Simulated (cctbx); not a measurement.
# Lattice, Laue class and space group of a new crystal

Cell: a = 7.5270 Å, b = 7.5270 Å, c = 3.9190 Å, α = 90.00°, β = 90.00°, γ = 90.00°. Expected content of the cell: La2 Rh8 Ti4.

Simulated single-crystal data (cctbx): synchrotron X-rays, λ = 0.7749 Å, to d = 0.7 Å, 70 % of the full sphere, strongest reflection 20000 counts, noise from counting, a 6 % proportional error and a noise floor of 4 counts (s.d.); no absorption, some extinction.

Tests on the unmerged data give:

```text
1877 reflections to d = 0.701 A
centring   violations  <I/sigma> of those
    A        714 of   943      9.7
    B        714 of   942      9.8
    C        760 of   931     10.1
    I        685 of   937      9.1
    R       1014 of  1250     10.2
    F       1094 of  1408      9.8
Laue class    unique    Rint  (classes that these axes allow; Friedel mates merged)
P -1             1227   0.041
P 1 2/m 1         715   0.047
P 1 1 2/m         749   0.043
P 2/m 1 1         719   0.046
P m m m           434   0.050
P 4/m             386   0.050
P 4/m m m         238   0.053
space group    extra absences  I>4sigma  <I/sigma>
P 4 2 2                 0          0         -  acentric
P 4 21 2               16          0      -0.2  acentric
P 42 2 2                5          0      -0.3  acentric
P 42 21 2              21          0      -0.2  acentric
P 4 m m                 0          0         -  acentric
P 42 n m              133          0       0.0  acentric
P -4 2 m                0          0         -  acentric
P -4 21 m              16          0      -0.2  acentric
P -4 m 2                0          0         -  acentric
P -4 n 2              133          0       0.0  acentric
P 4/m m m               0          0         -  centric
P 42/m n m            133          0       0.0  centric
Wilson B = 0.53 A^2   <|E^2-1|> = 0.839 (0.968 centric, 0.736 acentric)   E^2>4: 1.4 %
shell (A)         n   <I/sigma>
 7.53 - 1.40     39     22.6
 1.40 - 1.11     32     29.4
 1.11 - 0.97     28     27.0
 0.97 - 0.88     30     21.4
 0.88 - 0.82     27     30.8
 0.82 - 0.77     26     29.1
 0.77 - 0.73     32     22.3
 0.73 - 0.70     24     22.2
```

**Question.** What are the lattice type, the Laue class and the likely space group?

Every centring test has many violations, so the lattice is primitive.

Rint stays low (0.041 to 0.053) up to P 4/m m m, the highest class in these axes.

12 settings pass the absence test. The most absences obeyed, 133, belong to P 42 n m, P -4 n 2 and P 42/m n m, which absences can't tell apart.

⟨|E²−1|⟩ = 0.839 lies between the two ideal values. The Wilson B of 0.53 Å² means U ≈ 0.0067 Å².

The true group is P4_2/mnm (no. 136), Laue class 4/mmm, centrosymmetric. The tables only narrow the choice to the tied entries; cell content, site symmetry and trial solutions must settle it.

This is a model crystal, built by substitution and not relaxed, with assumed displacement parameters.

[Logs are printed without paths, hosts, clocks, repeated set-up lines and the standing remarks that a program may print on its own settings, such as how far it seeks lower states.]
